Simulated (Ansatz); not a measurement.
An input for Ansatz 0.2.0 (WSe2 (P6_3/mmc)):

```yaml
crystal:
  lattice:
    - [3.29, 0.0, 0.0]
    - [-1.645, 2.8492235785, 0.0]
    - [0.0, 0.0, 12.97]
  atoms:
    - { symbol: W, position: [0.3333333333, 0.6666666667, 0.25] }
    - { symbol: W, position: [0.6666666667, 0.3333333333, 0.75] }
    - { symbol: Se, position: [0.3333333333, 0.6666666667, 0.621] }
    - { symbol: Se, position: [0.6666666667, 0.3333333333, 0.121] }
    - { symbol: Se, position: [0.3333333333, 0.6666666667, 0.879] }
    - { symbol: Se, position: [0.6666666667, 0.3333333333, 0.379] }
kpoints:
  mp_grid: { grid: [6, 6, 2] }
hamiltonian:
  xc: pbe
scf:
  occupations: { method: fixed }
gw:
  n_empty_bands: 780
  ecut_chi: 200.0
  qp_bands: [v2, c2]
  qp_kpoints: band_edges
  screening: { model: contour_deformation }
```

The database entry behind the starting cell differs from later determinations by our own check (a about 0.2 % long), so it need not match the best structure at ambient conditions.

```sh
ansatz run input.yaml --threads 3 --pin off --max-ram 92160MiB --backend cuda --events-out ev --progress --plain --runs-dir out --devices 1 --max-vram 13GiB  # rebuilt from the run's record
```

Q: Estimate wall time and host memory on 1 × NVIDIA H100 80GB HBM3 (shared by 6 runs) with 3 threads of AMD EPYC 7R13 (Zen 3), shared host.

It took 60 s; on shared hardware allow 30 s to 2 min. Peak host memory was 3.1 GiB. The sizes that set the cost: 2419 plane waves a state, 14 irreducible k points, 826 bands summed, 773 plane waves in the screening and 6 SCF cycles.

The screening grows as filled bands × empty bands × pairs of k points, times the square of the screening basis for the matrix.

[Paths, hosts, dates, memory and timing lines, banners, echoed tables and standing remarks are left out of the program output.]

[Logs are printed without paths, hosts, clocks, repeated set-up lines and the standing remarks that a program may print on its own settings, such as how far it seeks lower states.]

[Runs of the session that timed out or met a known fault of the program may be left out.]

[Cells called generated may have been cut or substituted from an entry of the Crystallography Open Database or the Materials Project.]

[Hosts, paths, dates, database ids (printed as entryN), source tags and the programs' standing remarks are cut or masked in the printed files.]
